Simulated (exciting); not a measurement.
LiCNO, space group R3m, C K edge of atom 3, with 1 N at 1.19 Å and 1 O at 1.23 Å (linear, site symmetry 3m); the tensor is averaged over the atoms equivalent by symmetry. Method: exciting, all-electron LAPW+lo, LDA, exchange and screened direct term (singlet BSE), 4×4×4 shifted k points, 18 conduction bands, |G+q| up to 3 bohr⁻¹, full RPA screening with nempty = 40, Lorentzian half width 0.45 eV.

```xyz
4
Lattice="1.6440 0.9492 4.7621 -1.6440 0.9492 4.7621 0.0000 -1.8983 4.7621" Properties=species:S:1:pos:R:3 pbc="T T T"
O     0.0000    0.0000    8.3334
N     0.0000    0.0000    5.9139
C     0.0000    0.0000    7.1068
Li    0.0000    0.0000    0.0751
```

Energy from the Kohn–Sham onset, core level to the lowest empty state found on the meshes used; scaled to the maximum of the polarisation mean:

```tsv
E (eV)	curve 1	curve 2
-8.0	0.00	0.03
-7.5	0.00	0.04
-7.0	0.00	0.07
-6.5	0.00	0.11
-6.0	0.00	0.22
-5.5	0.00	0.55
-5.0	0.00	1.43
-4.5	0.00	0.83
-4.0	0.00	0.30
-3.5	0.01	0.14
-3.0	0.01	0.08
-2.5	0.03	0.05
-2.0	0.05	0.04
-1.5	0.03	0.03
-1.0	0.02	0.03
-0.5	0.03	0.04
0.0	0.03	0.06
0.5	0.03	0.06
1.0	0.03	0.04
1.5	0.03	0.03
2.0	0.03	0.03
2.5	0.04	0.03
3.0	0.05	0.03
3.5	0.05	0.03
4.0	0.06	0.03
4.5	0.07	0.04
5.0	0.06	0.03
5.5	0.05	0.02
6.0	0.06	0.03
6.5	0.06	0.03
7.0	0.06	0.03
7.5	0.05	0.04
8.0	0.05	0.06
8.5	0.07	0.08
9.0	0.09	0.08
9.5	0.08	0.07
10.0	0.07	0.07
10.5	0.06	0.05
11.0	0.06	0.04
11.5	0.06	0.04
12.0	0.08	0.05
12.5	0.07	0.04
13.0	0.07	0.03
13.5	0.09	0.04
14.0	0.13	0.05
14.5	0.15	0.05
15.0	0.16	0.03
15.5	0.16	0.02
16.0	0.16	0.02
16.5	0.20	0.02
17.0	0.26	0.02
17.5	0.22	0.02
18.0	0.19	0.02
18.5	0.18	0.02
19.0	0.16	0.02
```

Question: The curves are the diagonal elements of Im ε for ε ∥ c and ⊥ c. Which is which?

Curve 1: ε ∥ c, maxima 9.1 eV (0.09), 14.9 eV (0.17) and 17.0 eV (0.26); 4 lower ones aren't listed. Curve 2: ε ⊥ c, maxima -4.9 eV (1.50). A K edge probes the empty p states along ε, which follow the bonds' lengths and directions.

[Banner, clock and machine lines of the logs are left out without a mark of their own.]

[Logs are printed without paths, hosts, clocks, repeated set-up lines and the standing remarks that a program may print on its own settings, such as how far it seeks lower states.]

[Hosts, paths, dates, database ids (printed as entryN), source tags and the programs' standing remarks are cut or masked in the printed files.]
